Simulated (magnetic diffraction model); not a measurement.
# Solving a magnetic structure from powder neutron data: CeMnGa

Space group P6_3/mmc (no. 194), a = 4.3730 Å, c = 7.2880 Å.

```csv
site,atom,x,y,z
2a,Ce,0,0,1/2
2c,Ga,1/3,2/3,1/4
2d,Mn,1/3,2/3,3/4
```

The compound is invented for this exercise: a known structure type with other elements, its cell scaled to their sizes and not relaxed.

Only Ce is taken to order (form factors of Ce3+); orders and moment sizes are assumed, and not adapted to the symmetry. Radiation: neutrons of λ = 1.8 Å, 2° to 80°; isotropic B of 0.4 Å² (Ce), 0.46 Å² (Ga) and 0.57 Å² (Mn). Simulated constant-wavelength pattern: nuclear and magnetic terms add, the magnetic one as |2.695 fm × Σ f S⊥ exp(2πi Q·r) exp(−B s²)|², summed over all Q at one angle with the factor 1/(sin²θ cos θ). For a modulated order the moment at position r is S exp(−2πi k·r) + c.c., with S = m/2 for a sine wave of amplitude m and S = m(u + iv)/2 for moments turning in a plane, u and v being orthogonal unit vectors in it; the phase factor of the sum at Q = H + k is then exp(2πi H·r). Free-ion form factors, Sears's scattering lengths of 1992, no absorption; a label names one of the reflections at its angle. The strongest nuclear line in the range is 100, and lines under 0.2 are left out.

Above the ordering temperature:

```csv
2θ (°),index,I
27.50,(1 0 0),6.5
28.60,(0 0 2),0.3
31.07,(1 0 1),100.0
40.09,(1 0 2),29.9
48.61,(1 1 0),17.0
52.23,(1 0 3),38.3
56.76,(2 0 0),1.7
57.38,(1 1 2),0.6
58.82,(2 0 1),31.2
59.20,(0 0 4),4.1
64.77,(2 0 2),13.1
66.48,(1 0 4),2.7
74.12,(2 0 3),21.8
77.92,(2 1 0),2.1
79.70,(2 1 1),39.5
```

Below it (cell unchanged):

```
2θ (°)      I
 17.31   10.7
 26.66    3.5
 27.50    6.5
 28.60    0.3
 31.07  100.0
 32.67    2.8
 38.67    1.8
 39.49    1.3
 40.09   29.9
 43.21    3.0
 48.10    2.1
 48.61   17.0
 48.79    0.9
 52.23   38.3
 53.93    0.6
 56.76    1.7
 56.92    1.3
 57.38    0.6
 58.82   31.2
 59.20    4.1
 59.81    1.3
 61.59    0.5
 63.77    1.1
 64.77   13.1
 66.48    2.7
 67.05    0.5
 68.73    0.7
 69.83    0.3
 70.79    0.4
 71.34    0.8
 73.92    0.8
 74.12   21.8
 76.60    0.2
 77.53    0.6
 77.92    2.1
 78.06    0.3
```
(The table stops after 36 lines; 1 more lie at higher angle.)

**Question.** Find the propagation vector, then choose among these models:
A. moments turning in the plane of [010] and [001], 1.6 μB on Ce; signs + at (0, 0, 1/2), − at (0, 0, 0)
B. moments turning in the plane of [100] and [001], 1.6 μB on Ce; signs + at (0, 0, 1/2), − at (0, 0, 0)
C. a sine wave with moments along [100] (amplitudes given), 1.6 μB on Ce; signs + at (0, 0, 1/2), − at (0, 0, 0)
D. moments turning in the plane of [100] and [010], 1.6 μB on Ce; signs + at (0, 0, 1/2), − at (0, 0, 0)

The new lines index as (2/3 -1/3 1/2) at 17.31°, (1/3 1/3 3/2) at 26.66°, (2/3 2/3 1/2) at 32.67° and (4/3 -2/3 3/2) at 38.67°, that is as H ± k with k = (1/3 1/3 1/2). Satellites come in pairs about each point of the reciprocal lattice.

Magnetic intensity, observed (below minus above) and for each model:

| 2θ (°) | index | observed | A | B | C | D |
| --- | --- | --- | --- | --- | --- | --- |
| 17.31 | (2/3 -1/3 1/2) | 10.7 | 10.7 | 10.7 | 4.4 | 8.8 |
| 26.66 | (1/3 1/3 3/2) | 3.5 | 3.5 | 3.5 | 2.5 | 5.0 |
| 32.67 | (2/3 2/3 1/2) | 2.8 | 2.8 | 2.8 | 1.0 | 2.0 |
| 38.67 | (4/3 -2/3 3/2) | 1.8 | 1.8 | 1.8 | 0.8 | 1.7 |
| 39.49 | (2/3 -1/3 5/2) | 1.3 | 1.3 | 1.3 | 1.1 | 2.3 |
| 43.21 | (5/3 -1/3 1/2) | 3.0 | 3.0 | 3.0 | 1.0 | 2.0 |
| 48.10 | (4/3 1/3 3/2) | 2.1 | 2.1 | 2.1 | 0.9 | 1.9 |
| 59.81 | (5/3 2/3 1/2) | 1.3 | 1.3 | 1.3 | 0.5 | 0.9 |

Models A and B match alike on every line, so these data can't choose among them (such ties are often domains of one structure).

The structure used: k = (1/3 1/3 1/2), moments turning in the plane of [100] and [001], 1.6 μB on Ce; signs + at (0, 0, 1/2), − at (0, 0, 0).

[Logs are printed without paths, hosts, clocks, repeated set-up lines and the standing remarks that a program may print on its own settings, such as how far it seeks lower states.]
